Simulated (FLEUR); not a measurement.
# Anisotropy of FePt (volume factor 1.12 on the database's cell) with FLEUR, part 2 of 2

Aim: the anisotropy of FePt (volume factor 1.12 on the database's cell) from single passes in the potential of one collinear state.

FLEUR MaX-R8.1; PBE; all-electron FLAPW, Dirac cores, scalar-relativistic bands.

So far. Step 2 (The magnetic state): After 24 cycles the largest moment stands at 3.16 μB.

### Step 5. Spin–orbit coupling, moments along [001]

Level of this step: PBE; all-electron FLAPW, Dirac cores, scalar-relativistic bands with spin-orbit coupling (FLEUR).

Spin–orbit coupling ties the spins to the lattice and lets orbital moments form.

A new self-consistent run of the start ferro +, with the moments along z. The k list default-1 (kpts.xml, not shown) is a Γ-centred 20×20×15 mesh.

inp.xml reads:

```
<?xml version="1.0" encoding="UTF-8" standalone="no"?>
<fleurInput fleurInputVersion="0.39">
   <comment>
      FePt
   </comment>
   <calculationSetup>
      <cutoffs Kmax="3.6" Gmax="10.8" GmaxXC="10.8" numbands="72"/>
      <scfLoop itmax="110" minDistance="0.00002" maxIterBroyd="15" imix="Anderson" alpha="0.05" precondParam="0.0" spinf="2.0" sdNocoIR="T"/>
      <coreElectrons ctail="T" frcor="F" kcrel="0" coretail_lmax="0"/>
      <xcFunctional name="pbe" relativisticCorrections="F"/>
      <magnetism jspins="2"/>
      <soc l_soc="T" theta="0.0" phi="0.0" spav="F"/>
      <expertModes spex="0" secvar="F"/>
      <geometryOptimization l_f="F" forcealpha="1.0" forcemix="BFGS" epsdisp="0.00001" epsforce="0.00001"/>
      <ldaU l_linMix="F" mixParam="0.05" spinf="1.0"/>
   </calculationSetup>
   <cell>
      <bzIntegration valenceElectrons="32.0" mode="hist" fermiSmearingEnergy="0.00183747">
         <kPointListSelection listName="default-1"/>
         <xi:include xmlns:xi="http://www.w3.org/2001/XInclude" href="kpts.xml"> </xi:include>
      </bzIntegration>
      <xi:include xmlns:xi="http://www.w3.org/2001/XInclude" href="sym.xml"> </xi:include>
      <bulkLattice scale="1.0">
         <bravaisMatrix>
            <row-1>    5.3448097946906410     0.0000000000000000     0.0000000000000000</row-1>
            <row-2>    0.0000000000000000     5.3448097946906410     0.0000000000000000</row-2>
            <row-3>    0.0000000000000000     0.0000000000000000     7.3004194631795247</row-3>
         </bravaisMatrix>
      </bulkLattice>
   </cell>
   <atomSpecies>
      <species name="Iron (Fe) 2.800" element="Fe" atomicNumber="26">
         <mtSphere radius="2.56" gridPoints="847" logIncrement="0.015"/>
         <atomicCutoffs lmax="10" lnonsphr="8"/>
         <electronConfig flipSpins="F">
            <coreConfig>(1s1/2) (2s1/2) (2p1/2) (2p3/2)</coreConfig>
            <valenceConfig>(3s1/2) (3p1/2) (3p3/2) (4s1/2) (3d3/2) (3d5/2)</valenceConfig>
            <stateOccupation state="(3d3/2)" spinUp="1.4" spinDown="1.0"/>
            <stateOccupation state="(3d5/2)" spinUp="3.0" spinDown="0.6"/>
         </electronConfig>
         <energyParameters s="4" p="4" d="3" f="4"/>
         <lo type="SCLO" l="0" n="3" eDeriv="0"/>
         <lo type="SCLO" l="1" n="3" eDeriv="0"/>
      </species>
      <species name="Platinum (Pt)" element="Pt" atomicNumber="78">
         <mtSphere radius="2.56" gridPoints="847" logIncrement="0.016"/>
         <atomicCutoffs lmax="10" lnonsphr="8"/>
         <electronConfig flipSpins="F">
            <coreConfig>(1s1/2) (2s1/2) (2p1/2) (2p3/2) (3s1/2) (3p1/2) (3p3/2) (4s1/2) (3d3/2) (3d5/2) (4p1/2) (4p3/2) (5s1/2) (4d3/2) (4d5/2) (4f5/2) (4f7/2)</coreConfig>
            <valenceConfig>(5p1/2) (5p3/2) (6s1/2) (5d3/2) (5d5/2)</valenceConfig>
            <stateOccupation state="(6s1/2)" spinUp="0.500000" spinDown="0.500000"/>
            <stateOccupation state="(5d3/2)" spinUp="1.800000" spinDown="1.800000"/>
            <stateOccupation state="(5d5/2)" spinUp="2.700000" spinDown="2.700000"/>
         </electronConfig>
         <energyParameters s="6" p="6" d="5" f="5"/>
         <lo type="SCLO" l="1" n="5" eDeriv="0"/>
      </species>
   </atomSpecies>
   <atomGroups>
      <atomGroup species="Iron (Fe) 2.800">
         <relPos label="                   1">.0000000000 .0000000000 .0000000000</relPos>
         <force calculate="T" relaxXYZ="TTT"/>
      </atomGroup>
      <atomGroup species="Platinum (Pt)">
         <relPos label="                   2">1.000/2.000 1.000/2.000 1.000/2.000</relPos>
         <force calculate="T" relaxXYZ="TTT"/>
      </atomGroup>
   </atomGroups>
   <output dos="F" band="F" slice="F">
      <bandDOS minEnergy="-.5*Htr" maxEnergy="0.5*Htr" sigma="0.015" storeEVData="T"/>
      <plotting iplot="0" polar="F">
         <plot TwoD="T" vec1="  1.0  0.0  0.0" vec2="  0.0  1.0  0.0" vec3="  0.0  0.0  1.0" zero="  0.0  0.0  0.0" file="plot"/>
      </plotting>
      <moessbauerParams electricFieldGradient="F" isomerShift="F" coreHyperfine="F" valenceHyperfine="F"/>
   </output>
</fleurInput>
```

crystal.txt reads:

```
FePt
&input film=F cartesian=F /
2.82835154000  0.00000000000  0.00000000000
0.00000000000  2.82835154000  0.00000000000
0.00000000000  0.00000000000  3.86321561000
1.8897261246
1.0 1.0 1.0

2
26 0.00000000000  0.00000000000  0.00000000000 : 2.800
78 0.50000000000  0.50000000000  0.50000000000

&soc 0.0000000 0.0000000 /
&kpt div1=20 div2=20 div3=15 gamma=T /
```

Started as:

```bash
> OMP_NUM_THREADS=1 inpgen -f crystal.txt > inpgen.log  # inp.xml is then edited as shown
> OMP_NUM_THREADS=1 mpirun -n 4 fleur_MPI > fleur.log
```

Output:

```text
[banner, memory and clock lines left out]
Welcome to FLEUR        (www.flapw.de)
      MaX-Release 8.1          (www.max-centre.eu)

 ========== k-point set info ==========
 Selected k-point list: default-1
 k-point list type: mesh
 20 x 20 x 15
 Number of k points: 816

 [... set-up left out ...]
 Iteration:     1   Distance:      39.69162050 me/bohr^3
 Iteration:     2   Distance:      13.69220841 me/bohr^3
 Iteration:     3   Distance:      11.85148853 me/bohr^3
 Iteration:     4   Distance:      10.17842314 me/bohr^3
 Iteration:     5   Distance:      11.09778552 me/bohr^3
 Iteration:     6   Distance:       8.83096573 me/bohr^3
 Iteration:     7   Distance:       3.59591186 me/bohr^3
 Iteration:     8   Distance:       2.08519918 me/bohr^3
 Iteration:     9   Distance:       1.22348019 me/bohr^3
 Iteration:    10   Distance:       0.36945985 me/bohr^3
 Iteration:    11   Distance:       0.12071400 me/bohr^3
 Iteration:    12   Distance:       0.13330886 me/bohr^3
 Iteration:    13   Distance:       0.06282984 me/bohr^3
 Iteration:    14   Distance:       0.01491303 me/bohr^3
[... lines left out ...]
 Iteration:    19   Distance:       0.00122023 me/bohr^3
 Iteration:    20   Distance:       0.00038804 me/bohr^3
 Iteration:    21   Distance:       0.00028622 me/bohr^3
 Iteration:    22   Distance:       0.00009369 me/bohr^3
 Iteration:    23   Distance:       0.00002263 me/bohr^3
 Iteration:    24   Distance:       0.00002098 me/bohr^3
 Iteration:    25   Distance:       0.00000798 me/bohr^3

 ********************************************************************
 Run finished successfully
 Stop message:
   all done
 ********************************************************************

--- out.xml (last complete iteration) ---
<iteration numberForCurrentRun="   25" overallNumber="   25">
         [... left out ...]
         <bandgap value="0.0000000000" units="eV"/>
         <sumValenceSingleParticleEnergies value="-20.5884005380" units="Htr"/>
         <FermiEnergy value="0.3511197072" units="Htr"/>
         [... left out ...]
         <magneticMomentsInMTSpheres units="muBohr">
            <globalMagMoment atomType="1" vec="0.00000   0.00000   3.14341"/>
            <globalMagMoment atomType="2" vec="0.00000   0.00000   0.36564"/>
         </magneticMomentsInMTSpheres>
         <orbitalMomentsInMTSpheres units="muBohr">
            <globalMagMoment atomType="1" vec="0.00000   0.00000   0.07646"/>
            <globalMagMoment atomType="2" vec="0.00000   0.00000   0.06242"/>
         </orbitalMomentsInMTSpheres>
         [... left out ...]
         <totalEnergy value="   -19719.5877812099" units="Htr">
            <sumOfEigenvalues value="   -12069.1505964023">
               <coreElectrons value="-12048.5621958644"/>
               <valenceElectrons value="-20.5884005380"/>
            </sumOfEigenvalues>
         [... left out ...]
            <freeEnergy value="-19719.5882627700"/>
            <extrapolationTo0K value="-19719.5880219899"/>
         </totalEnergy>
         <densityConvergence units="me/bohr^3">
            <chargeDensity spin="1" distance="0.0000044942"/>
            <chargeDensity spin="2" distance="0.0000053892"/>
            <overallChargeDensity distance="0.0000059019"/>
            <spinDensity distance="0.0000079781"/>
         </densityConvergence>
      </iteration>
```

The job ended after 9.8 min (4 MPI ranks of Intel Xeon Platinum 8488C (Sapphire Rapids), shared host; peak memory 1 GiB; 39 min of CPU time).

Read from the output:

```
free energy                                                       : -536597.3328 eV
program's band gap on this mesh (in a metal only a level spacing) : 0 eV
magnetization                                                     : 3.434 μB
final state                                                       : ferromagnetic
largest moment                                                    : 3.143 μB
orbital moment along the spin                                     : 0.07646 μB
```

Orbital moment in the sphere, along the spin axis by atom:

```tsv
atom	orbital moment in the sphere, along the spin axis (μB)
Fe1	0.0765
Pt2	0.0624
```

### Step 6. Summary of results

```json
{
  "reference state": "ferromagnetic",
  "largest sphere moment": "3.16 μB",
  "easy direction of those tried": "[001]",
  "energy along [100] less [001], force theorem": "1.90 meV a primitive cell",
  "orbital moment on the atom of largest spin, along its spin (spin–orbit run)": "0.0765 μB"
}
```

What this shows: By the force theorem the moments prefer [001]; shape anisotropy is not in it. The difference for the second direction goes from 1.8 meV (mesh 14×14×10, 72 states, 5.7 min of CPU time) to 1.9 meV (mesh 20×20×15, 72 states, 18 min). The orbital moment is parallel to the spin. The state was typed, and no other order was converged beside it, so it need not be the ground state.

[Logs and program files are shortened in this print: banners, set-up blocks, solver, clock and traceback lines can be left out without a mark of their own.]

[Logs are printed without paths, hosts, clocks, repeated set-up lines and the standing remarks that a program may print on its own settings, such as how far it seeks lower states.]

[Hosts, paths, dates, database ids (printed as entryN), source tags and the programs' standing remarks are cut or masked in the printed files.]

[Where a cell is said to come from a database of computed structures, the database is the Materials Project.]
